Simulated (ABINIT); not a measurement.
# K2NaScF6 (Fm-3m): G0W0 with ABINIT, start to end, part 2 of 3

Wanted: ground state, empty states, screening and self-energy for K2NaScF6 (Fm-3m).

ABINIT 10.8.3; LDA and many-body steps on it, plane waves. Known limits of the many-body steps: not at the basis limit; coarse k mesh.

So far. Step 2 (Ground state): The gap is direct, at Γ.

**3. Bands along the symmetry lines**

Level of this step: DFT, LDA, plane waves, norm-conserving pseudopotentials (ABINIT).

The cheap functional maps the bands first; the places of the edges decide which points the dearer methods must see.

The input, run.abi:

```
acell 3*1.0 Angstrom
rprim 
  -0.000000000000 4.235850000000 4.235850000000
  4.235850000000 -0.000000000000 4.235850000000
  4.235850000000 4.235850000000 -0.000000000000
ntypat 4
znucl 19 11 21 9
natom 10
typat 1 1 2 3 4 4 4 4 4 4
xred 
  0.250000000000 0.250000000000 0.250000000000
  0.750000000000 0.750000000000 0.750000000000
  0.500000000000 0.500000000000 0.500000000000
  0.000000000000 0.000000000000 0.000000000000
  0.765800000000 0.234200000000 0.234200000000
  0.234200000000 0.765800000000 0.234200000000
  0.234200000000 0.765800000000 0.765800000000
  0.765800000000 0.234200000000 0.765800000000
  0.234200000000 0.234200000000 0.765800000000
  0.765800000000 0.765800000000 0.234200000000
pp_dirpath "pseudos"
pseudos "K.upf, Na.upf, Sc.upf, F.upf"
ecut 38
iscf -2
irdden 1
kptopt 0
nkpt 26
kpt 
  0.00000000 0.00000000 0.00000000
  0.12500000 0.00000000 0.12500000
  0.25000000 0.00000000 0.25000000
  0.37500000 0.00000000 0.37500000
  0.50000000 0.00000000 0.50000000
  0.53125000 0.06250000 0.53125000
  0.56250000 0.12500000 0.56250000
  0.59375000 0.18750000 0.59375000
  0.62500000 0.25000000 0.62500000
  0.37500000 0.37500000 0.75000000
  0.28125000 0.28125000 0.56250000
  0.18750000 0.18750000 0.37500000
  0.09375000 0.09375000 0.18750000
  0.00000000 0.00000000 0.00000000
  0.12500000 0.12500000 0.12500000
  0.25000000 0.25000000 0.25000000
  0.37500000 0.37500000 0.37500000
  0.50000000 0.50000000 0.50000000
  0.50000000 0.43750000 0.56250000
  0.50000000 0.37500000 0.62500000
  0.50000000 0.31250000 0.68750000
  0.50000000 0.25000000 0.75000000
  0.50000000 0.18750000 0.68750000
  0.50000000 0.12500000 0.62500000
  0.50000000 0.06250000 0.56250000
  0.50000000 0.00000000 0.50000000
istwfk *1
nband 47
nbdbuf 2
tolwfr 1e-08
nstep 40
prtwf 0
prtvol 0
indata_prefix "in"
outdata_prefix "out"
tmpdata_prefix "tmp"
```

The run is started by

```
$ OMP_NUM_THREADS=1 mpirun -n 4 abinit run.abi > log
```

Numbers of over 12 decimals in the logs are rounded to 6 here.

Log:

```text
.Version 10.8.3 of ABINIT. v10.8.2 released Aug 2026.

 Symmetries : space group Fm -3 m (#225); Bravais cF (face-center cubic)
[... echo of the input left out ...]
== DATASET  1 ==================================================================
-   mpi_nproc: 4, omp_nthreads: 1 (-1 if OMP is not activated)

--- !DatasetInfo
iteration_state: {dtset: 1, }
dimensions: {natom: 10, nkpt: 26, mband: 47, nsppol: 1, nspinor: 1, nspden: 1, mpw: 11575, }
cutoff_energies: {ecut:  38.0, pawecutdg:  -1.0, }
electrons: {nelect:   8.00000000E+01, charge:   0.00000000E+00, occopt:   1.00000000E+00, tsmear:   1.00000000E-02, }

 Real(R)+Recip(G) space primitive vectors, cartesian coordinates (Bohr,Bohr^-1):
 R(1)=  0.0000000  8.0045964  8.0045964  G(1)= -0.0624641  0.0624641  0.0624641
 R(2)=  8.0045964  0.0000000  8.0045964  G(2)=  0.0624641 -0.0624641  0.0624641
 R(3)=  8.0045964  8.0045964  0.0000000  G(3)=  0.0624641  0.0624641 -0.0624641
 Unit cell volume ucvol=  1.0257660E+03 bohr^3
 Angles (23,13,12)=  6.00000000E+01  6.00000000E+01  6.00000000E+01 degrees

 getcut: wavevector=  0.0000  0.0000  0.0000  ngfft=  64  64  64
         ecut(hartree)=     38.000   => boxcut(ratio)=   2.03736

--- Pseudopotential description ------------------------------------------------
- K Generated using ONCVPSP code by D. R. Hamann
- 19.00000   9.00000  180309                  znucl, zion, pspdat
12 -1012 2 -1 2170                            pspcod,pspxc,lmax,lloc,mmax
     nproj     2     2     2
  pspatm : epsatm=    8.21740868
         --- l  ekb(1:nproj) -->
             0   10.940065    0.829722
             1    4.437415    0.568178
             2   -3.386874   -1.066382
 pspatm: atomic psp has been read  and splines computed

- Na Generated using ONCVPSP code by D. R. Hamann
- 11.00000   9.00000  180309                  znucl, zion, pspdat
12 -1012 1 -1 1968                            pspcod,pspxc,lmax,lloc,mmax
     nproj     2     2     0
  pspatm : epsatm=    9.37365322
         --- l  ekb(1:nproj) -->
[...]
pspatm: atomic psp has been read  and splines computed

- Sc Generated using ONCVPSP code by D. R. Hamann
- 21.00000  11.00000  180309                  znucl, zion, pspdat
12 -1012 2 -1 1622                            pspcod,pspxc,lmax,lloc,mmax
     nproj     2     2     2
  pspatm : epsatm=   13.66101860
         --- l  ekb(1:nproj) -->
[...]
pspatm: atomic psp has been read  and splines computed

- F Generated using ONCVPSP code by D. R. Hamann
-  9.00000   7.00000  201202                  znucl, zion, pspdat
12 -1012 2 -1 824                             pspcod,pspxc,lmax,lloc,mmax
     nproj     2     2     1
  pspatm : epsatm=    4.94580260
         --- l  ekb(1:nproj) -->
[...]
2   -2.364936
 pspatm: atomic psp has been read  and splines computed

[...]
iteration_state: {dtset: 1, }
comment   : Summary of ground state results
lattice_vectors:
- [ -0.0000000,   8.0045964,   8.0045964, ]
- [  8.0045964,  -0.0000000,   8.0045964, ]
- [  8.0045964,   8.0045964,  -0.0000000, ]
lattice_lengths: [  11.32021,   11.32021,   11.32021, ]
lattice_angles: [ 60.000,  60.000,  60.000, ] # degrees, (23, 13, 12)
lattice_volume:   1.0257660E+03
convergence: {deltae:  0.000E+00, res2:  0.000E+00, residm:  9.992E-09, diffor:  0.000E+00, }
etotal    :  -3.01994768E+02
entropy   :   0.00000000E+00
fermie    :  -2.31702236E-02
cartesian_stress_tensor: null
pressure_GPa: null
xred      :
- [  2.5000E-01,   2.5000E-01,   2.5000E-01,  K]
- [  7.5000E-01,   7.5000E-01,   7.5000E-01,  K]
- [  5.0000E-01,   5.0000E-01,   5.0000E-01, Na]
- [  0.0000E+00,   0.0000E+00,   0.0000E+00, Sc]
- [  7.6580E-01,   2.3420E-01,   2.3420E-01,  F]
- [  2.3420E-01,   7.6580E-01,   2.3420E-01,  F]
- [  2.3420E-01,   7.6580E-01,   7.6580E-01,  F]
- [  7.6580E-01,   2.3420E-01,   7.6580E-01,  F]
- [  2.3420E-01,   2.3420E-01,   7.6580E-01,  F]
- [  7.6580E-01,   7.6580E-01,   2.3420E-01,  F]
cartesian_forces: null
force_length_stats: {min: null, max: null, mean: null, }

 Integrated electronic density in atomic spheres:
 ------------------------------------------------
 Atom  Sphere_radius  Integrated_density
[...]
================================================================================

 ----iterations are completed or convergence reached----

 Mean square residual over all n,k,spin=   63.577E-10; max=  99.917E-10
 reduced coordinates (array xred) for   10 atoms
[...]
0.234200000000      0.234200000000      0.765800000000
       0.765800000000      0.765800000000      0.234200000000

 cartesian coordinates (angstrom) at end:
    1      2.117925     2.117925     2.117925
    2      6.353775     6.353775     6.353775
    3      4.235850     4.235850     4.235850
[...]
9      4.235850     4.235850     1.984072
   10      4.235850     4.235850     6.487628
 length scales=  1.889726125908  1.889726125908  1.889726125908 bohr
              =  1.000000000000  1.000000000000  1.000000000000 angstroms
 prteigrs : about to open file out_EIG
 Eigenvalues (hartree) for nkpt=  26  k points:
 kpt#   1, nband= 47, wtk=  1.00000, kpt=  0.0000  0.0000  0.0000 (reduced coord)
[...]
kpt#   2, nband= 47, wtk=  1.00000, kpt=  0.1250  0.0000  0.1250 (reduced coord)
[...]
kpt#   3, nband= 47, wtk=  1.00000, kpt=  0.2500  0.0000  0.2500 (reduced coord)
[...]
kpt#  25, nband= 47, wtk=  1.00000, kpt=  0.5000  0.0625  0.5625 (reduced coord)
[...]
0.25140    0.25491    0.25507    0.30283    0.30537    0.35222    0.35873
 kpt#  26, nband= 47, wtk=  1.00000, kpt=  0.5000  0.0000  0.5000 (reduced coord)
[...]
-0.08630   -0.08549   -0.07521   -0.07521   -0.06842   -0.06842   -0.06571   -0.05292
  -0.05054   -0.05054   -0.04893   -0.03963   -0.03963   -0.03662   -0.03662   -0.02367
   0.25127    0.25507    0.25507    0.30193    0.30384    0.35244    0.35897

== END DATASET(S) ==============================================================
================================================================================

 -outvars: echo values of variables after computation  --------
            nband          47
             nkpt          26
          spgroup         225
 [... the other variables as echoed above ...]

 Calculation completed.
```

It took 2.6 min on 4 MPI ranks of Arm Neoverse V1, shared host; peak memory 0.58 GiB; 10 min of CPU time.

Numbers from this step:

```
gap                        : 6.651 eV
k of the valence top       : 0, 0, 0
k of the conduction bottom : 0, 0, 0
least direct gap           : 6.651 eV
```

The gap is 6.651 eV, as in the run before at this level.

The electronic bands at the labelled points (eV, zero at the top of the highest filled band):

| point | band 37 | band 38 | band 39 | band 40 | band 41 | band 42 | band 43 | band 44 |
| --- | --- | --- | --- | --- | --- | --- | --- | --- |
| Γ | -0.26 | 0.00 | 0.00 | 0.00 | 6.65 | 7.40 | 7.40 | 7.40 |
| halfway | -0.34 | -0.18 | -0.18 | -0.01 | 7.44 | 7.48 | 7.48 | 7.49 |
| X | -0.45 | -0.37 | -0.37 | -0.01 | 7.47 | 7.57 | 7.57 | 8.85 |
| halfway | -0.42 | -0.41 | -0.37 | -0.03 | 7.47 | 7.57 | 7.57 | 8.89 |
| U | -0.37 | -0.36 | -0.32 | -0.09 | 7.49 | 7.55 | 7.56 | 9.00 |
| jump to K | -0.37 | -0.36 | -0.32 | -0.09 | 7.49 | 7.55 | 7.56 | 9.00 |
| halfway | -0.32 | -0.17 | -0.13 | -0.08 | 7.46 | 7.46 | 7.47 | 7.60 |
| Γ | -0.26 | 0.00 | 0.00 | 0.00 | 6.65 | 7.40 | 7.40 | 7.40 |
| halfway | -0.30 | -0.11 | -0.11 | -0.06 | 7.29 | 7.45 | 7.45 | 7.45 |
| L | -0.34 | -0.23 | -0.23 | -0.15 | 7.48 | 7.49 | 7.49 | 8.75 |
| halfway | -0.39 | -0.30 | -0.20 | -0.17 | 7.50 | 7.51 | 7.53 | 8.91 |
| W | -0.51 | -0.45 | -0.18 | -0.18 | 7.52 | 7.52 | 7.57 | 9.04 |
| halfway | -0.42 | -0.41 | -0.34 | -0.06 | 7.48 | 7.55 | 7.57 | 8.93 |
| X | -0.45 | -0.37 | -0.37 | -0.01 | 7.47 | 7.57 | 7.57 | 8.85 |

**4. Empty states on the mesh, 2×2×2 mesh, 247 bands**

The sums over transitions need many empty states on a uniform mesh; this step solves for them.

The input, run.abi:

```
acell 3*1.0 Angstrom
rprim 
  -0.000000000000 4.235850000000 4.235850000000
  4.235850000000 -0.000000000000 4.235850000000
  4.235850000000 4.235850000000 -0.000000000000
ntypat 4
znucl 19 11 21 9
natom 10
typat 1 1 2 3 4 4 4 4 4 4
xred 
  0.250000000000 0.250000000000 0.250000000000
  0.750000000000 0.750000000000 0.750000000000
  0.500000000000 0.500000000000 0.500000000000
  0.000000000000 0.000000000000 0.000000000000
  0.765800000000 0.234200000000 0.234200000000
  0.234200000000 0.765800000000 0.234200000000
  0.234200000000 0.765800000000 0.765800000000
  0.765800000000 0.234200000000 0.765800000000
  0.234200000000 0.234200000000 0.765800000000
  0.765800000000 0.765800000000 0.234200000000
pp_dirpath "pseudos"
pseudos "K.upf, Na.upf, Sc.upf, F.upf"
ecut 38
ngkpt 2 2 2
nshiftk 1
shiftk 0 0 0
kptopt 1
chksymbreak 0
iscf -2
irdden 1
istwfk *1
nband 247
nbdbuf 22
tolwfr 1e-09
nstep 60
prtvol 0
indata_prefix "in"
outdata_prefix "out"
tmpdata_prefix "tmp"
```

The run is started by

```
$ OMP_NUM_THREADS=1 mpirun -n 3 abinit run.abi > log
```

Log:

```text
.Version 10.8.3 of ABINIT. v10.8.2 released Aug 2026.

 Symmetries : space group Fm -3 m (#225); Bravais cF (face-center cubic)
[... echo of the input left out ...]
== DATASET  1 ==================================================================
-   mpi_nproc: 3, omp_nthreads: 1 (-1 if OMP is not activated)

--- !DatasetInfo
iteration_state: {dtset: 1, }
dimensions: {natom: 10, nkpt: 3, mband: 247, nsppol: 1, nspinor: 1, nspden: 1, mpw: 11575, }
cutoff_energies: {ecut:  38.0, pawecutdg:  -1.0, }
electrons: {nelect:   8.00000000E+01, charge:   0.00000000E+00, occopt:   1.00000000E+00, tsmear:   1.00000000E-02, }

 Real(R)+Recip(G) space primitive vectors, cartesian coordinates (Bohr,Bohr^-1):
 R(1)=  0.0000000  8.0045964  8.0045964  G(1)= -0.0624641  0.0624641  0.0624641
 R(2)=  8.0045964  0.0000000  8.0045964  G(2)=  0.0624641 -0.0624641  0.0624641
 R(3)=  8.0045964  8.0045964  0.0000000  G(3)=  0.0624641  0.0624641 -0.0624641
 Unit cell volume ucvol=  1.0257660E+03 bohr^3
 Angles (23,13,12)=  6.00000000E+01  6.00000000E+01  6.00000000E+01 degrees

 getcut: wavevector=  0.0000  0.0000  0.0000  ngfft=  64  64  64
         ecut(hartree)=     38.000   => boxcut(ratio)=   2.03736

--- Pseudopotential description ------------------------------------------------
- K Generated using ONCVPSP code by D. R. Hamann
- 19.00000   9.00000  180309                  znucl, zion, pspdat
12 -1012 2 -1 2170                            pspcod,pspxc,lmax,lloc,mmax
     nproj     2     2     2
  pspatm : epsatm=    8.21740868
         --- l  ekb(1:nproj) -->
             0   10.940065    0.829722
             1    4.437415    0.568178
             2   -3.386874   -1.066382
 pspatm: atomic psp has been read  and splines computed

- Na Generated using ONCVPSP code by D. R. Hamann
- 11.00000   9.00000  180309                  znucl, zion, pspdat
12 -1012 1 -1 1968                            pspcod,pspxc,lmax,lloc,mmax
     nproj     2     2     0
  pspatm : epsatm=    9.37365322
         --- l  ekb(1:nproj) -->
[...]
pspatm: atomic psp has been read  and splines computed

- Sc Generated using ONCVPSP code by D. R. Hamann
- 21.00000  11.00000  180309                  znucl, zion, pspdat
12 -1012 2 -1 1622                            pspcod,pspxc,lmax,lloc,mmax
     nproj     2     2     2
  pspatm : epsatm=   13.66101860
         --- l  ekb(1:nproj) -->
[...]
pspatm: atomic psp has been read  and splines computed

- F Generated using ONCVPSP code by D. R. Hamann
-  9.00000   7.00000  201202                  znucl, zion, pspdat
12 -1012 2 -1 824                             pspcod,pspxc,lmax,lloc,mmax
     nproj     2     2     1
  pspatm : epsatm=    4.94580260
         --- l  ekb(1:nproj) -->
[...]
2   -2.364936
 pspatm: atomic psp has been read  and splines computed

[...]
-9.0782E-01 -7.2726E-01 -7.1750E-01 -7.1750E-01 -7.1327E-01 -7.1327E-01
 -7.1327E-01 -6.8440E-01 -6.8440E-01 -6.8440E-01 -3.6861E-01 -3.6861E-01
[...]
2.3920E+00  2.4447E+00  2.4447E+00  2.4448E+00  2.4777E+00  2.4782E+00
  2.4811E+00  2.4832E+00  2.4843E+00  2.4862E+00  2.4889E+00  2.4896E+00
  2.4949E+00
 prteigrs : prtvol=0 or 1, do not print more k-points.

--- !ResultsGS
iteration_state: {dtset: 1, }
comment   : Summary of ground state results
lattice_vectors:
- [ -0.0000000,   8.0045964,   8.0045964, ]
- [  8.0045964,  -0.0000000,   8.0045964, ]
- [  8.0045964,   8.0045964,  -0.0000000, ]
lattice_lengths: [  11.32021,   11.32021,   11.32021, ]
lattice_angles: [ 60.000,  60.000,  60.000, ] # degrees, (23, 13, 12)
lattice_volume:   1.0257660E+03
convergence: {deltae:  0.000E+00, res2:  0.000E+00, residm:  9.955E-10, diffor:  0.000E+00, }
etotal    :  -3.01994768E+02
entropy   :   0.00000000E+00
fermie    :  -2.31702236E-02
cartesian_stress_tensor: null
pressure_GPa: null
xred      :
- [  2.5000E-01,   2.5000E-01,   2.5000E-01,  K]
- [  7.5000E-01,   7.5000E-01,   7.5000E-01,  K]
- [  5.0000E-01,   5.0000E-01,   5.0000E-01, Na]
- [  0.0000E+00,   0.0000E+00,   0.0000E+00, Sc]
- [  7.6580E-01,   2.3420E-01,   2.3420E-01,  F]
- [  2.3420E-01,   7.6580E-01,   2.3420E-01,  F]
- [  2.3420E-01,   7.6580E-01,   7.6580E-01,  F]
- [  7.6580E-01,   2.3420E-01,   7.6580E-01,  F]
- [  2.3420E-01,   2.3420E-01,   7.6580E-01,  F]
- [  7.6580E-01,   7.6580E-01,   2.3420E-01,  F]
cartesian_forces: null
force_length_stats: {min: null, max: null, mean: null, }

 Integrated electronic density in atomic spheres:
 ------------------------------------------------
 Atom  Sphere_radius  Integrated_density
[...]
================================================================================

 ----iterations are completed or convergence reached----

 Mean square residual over all n,k,spin=   38.428E-11; max=  99.548E-11
 reduced coordinates (array xred) for   10 atoms
[...]
0.234200000000      0.234200000000      0.765800000000
       0.765800000000      0.765800000000      0.234200000000

 cartesian coordinates (angstrom) at end:
    1      2.117925     2.117925     2.117925
    2      6.353775     6.353775     6.353775
    3      4.235850     4.235850     4.235850
[...]
9      4.235850     4.235850     1.984072
   10      4.235850     4.235850     6.487628
 length scales=  1.889726125908  1.889726125908  1.889726125908 bohr
              =  1.000000000000  1.000000000000  1.000000000000 angstroms
 prteigrs : about to open file out_EIG
 Eigenvalues (hartree) for nkpt=   3  k points:
 kpt#   1, nband=247, wtk=  0.12500, kpt=  0.0000  0.0000  0.0000 (reduced coord)
[...]
2.33359    2.36467    2.36467    2.36467    2.37683    2.37683    2.37683    2.38954
   2.39000    2.39000    2.39204    2.44469    2.44471    2.44476    2.47771    2.47816
   2.48114    2.48318    2.48435    2.48621    2.48888    2.48962    2.49486
 prteigrs : prtvol=0 or 1, do not print more k-points.

== END DATASET(S) ==============================================================
================================================================================

 -outvars: echo values of variables after computation  --------
            nband         247
             nkpt           3
          spgroup         225
 [... the other variables as echoed above ...]

 Calculation completed.
```

Wall time 2.5 min (3 MPI ranks); peak memory 0.44 GiB.

Numbers from this step:

```yaml
gap: 6.651 eV
k_of_the_valence_top: 0, 0, 0
k_of_the_conduction_bottom: 0, 0, 0
least_direct_gap: 6.651 eV
k_points_computed: 3
lowest_point_of_the_top_converged_band_above_the_valence_top: 62.1699 eV
```

On this mesh the gap is 6.651 eV.

**5. Screening, 2×2×2 mesh, 225 bands, screening to 130.6 eV**

The RPA dielectric matrix is built and inverted for each q.

This step: RPA screening on LDA, plane waves, norm-conserving pseudopotentials.

run.abi, as its differences from that of step 4:

```diff
@@ -28,10 +28,11 @@
 chksymbreak 0
-iscf -2
-irdden 1
 istwfk *1
-nband 247
-nbdbuf 22
-tolwfr 1e-09
-nstep 60
-prtvol 0
+occopt 1
+irdwfk 1
+optdriver 3
+nband 225
+ecuteps 4.8
+inclvkb 2
+awtr 1
+symchi 1
 indata_prefix "in"
```

The run is started by

```
$ OMP_NUM_THREADS=1 mpirun -n 4 abinit run.abi > log
```

Log:

```text
.Version 10.8.3 of ABINIT. v10.8.2 released Aug 2026.

 Symmetries : space group Fm -3 m (#225); Bravais cF (face-center cubic)
[... echo of the input left out ...]
== DATASET  1 ==================================================================
-   mpi_nproc: 4, omp_nthreads: 1 (-1 if OMP is not activated)

--- !DatasetInfo
iteration_state: {dtset: 1, }
dimensions: {natom: 10, nkpt: 3, mband: 225, nsppol: 1, nspinor: 1, nspden: 1, mpw: 11575, }
cutoff_energies: {ecut:  38.0, pawecutdg:  -1.0, }
electrons: {nelect:   8.00000000E+01, charge:   0.00000000E+00, occopt:   1.00000000E+00, tsmear:   1.00000000E-02, }

 SCREENING: Calculation of the susceptibility and dielectric matrices

 Based on a program developped by R.W. Godby, V. Olevano, G. Onida, and L. Reining.
 Incorporated in ABINIT by V. Olevano, G.-M. Rignanese, and M. Torrent.
.Using double precision arithmetic ; gwpc =  8

[... cell and pseudopotentials left out ...]
--------------------------------------------------------------------------------

 ==== K-mesh for the wavefunctions ====
 Number of points in the irreducible wedge :     3
[... list of points left out ...]
 Together with 48 symmetry operations and time-reversal symmetry
 yields     8 points in the full Brillouin Zone.

 ==== Q-mesh for the screening function ====
 Number of points in the irreducible wedge :     3
[... list of points left out ...]
 Together with 48 symmetry operations and time-reversal symmetry
 yields     8 points in the full Brillouin Zone.

 setmesh: FFT mesh size selected  =    45x   45x   45
          total number of points  =        91125

 vcoul_init : cutoff-mode = AUXILIARY_FUNCTION
 q-points for optical limit:   1
     1)      0.000010    0.000020    0.000030

- screening: taking advantage of time-reversal symmetry
- Maximum band index for partially occupied states nbvw = 40
- Remaining bands to be divided among processors   nbcw = 185
- Number of bands treated by each node ~46

 Number of electrons calculated from density =   80.0000; Expected =   80.0000
 average of density, n =  0.077990
 r_s =    1.4520
 omega_plasma =   26.9387 [eV]

 calculating chi0 at frequencies [eV] :
  1    0.000000E+00    0.000000E+00
  2    0.000000E+00    2.693869E+01

--------------------------------------------------------------------------------
  q-point number  1        q = ( 0.000000, 0.000000, 0.000000) [r.l.u.]
--------------------------------------------------------------------------------
[... chi0 elements left out ...]
 For q-point:  0.000010 0.000020 0.000030
  dielectric constant =   2.0616
  dielectric constant without local fields =   2.2748

  Average fulfillment of the sum rule on Im[epsilon] for q-point    1 :     50.99  [%]
[... wings left out ...]
  q-point number  2        q = ( 0.500000, 0.000000, 0.000000) [r.l.u.]
--------------------------------------------------------------------------------
[... chi0 elements left out ...]
  Average fulfillment of the sum rule on Im[epsilon] for q-point    2 :     55.10  [%]

 [... 1 further q-points ...]
```

Run time: 2 min. Hardware: 4 MPI ranks; peak memory 2.6 GiB; 7.8 min of CPU time.

Numbers from this step:

- ε∞ with local fields, on this mesh, along the program's q direction: 2.062
- the same without local fields: 2.275
- plasma frequency: 26.94 eV
- plane waves in the screening matrix: 531

Local fields lower ε∞ by 9 %. On a Γ-centred mesh this coarse the value itself is usually too large, while a short band sum pulls it down.

(Continued in part 3 of 3.)

[Paths, hosts, dates, memory and timing lines, banners, echoed tables and standing remarks are left out of the program output.]

[Logs are printed without paths, hosts, clocks, repeated set-up lines and the standing remarks that a program may print on its own settings, such as how far it seeks lower states.]

[Runs of the session that timed out or met a known fault of the program may be left out.]

[Hosts, paths, dates, database ids (printed as entryN), source tags and the programs' standing remarks are cut or masked in the printed files.]

[G0W0 gaps are taken among the corrected bands and points alone; a level outside them can change the order at an edge.]

[Where Ansatz stands beside ABINIT at settings called matched, ABINIT's density can come from a denser mesh and the files from another edition; pairs whose starting gaps differed by over 0.03 eV were left out, so agreement reads better than it is.]
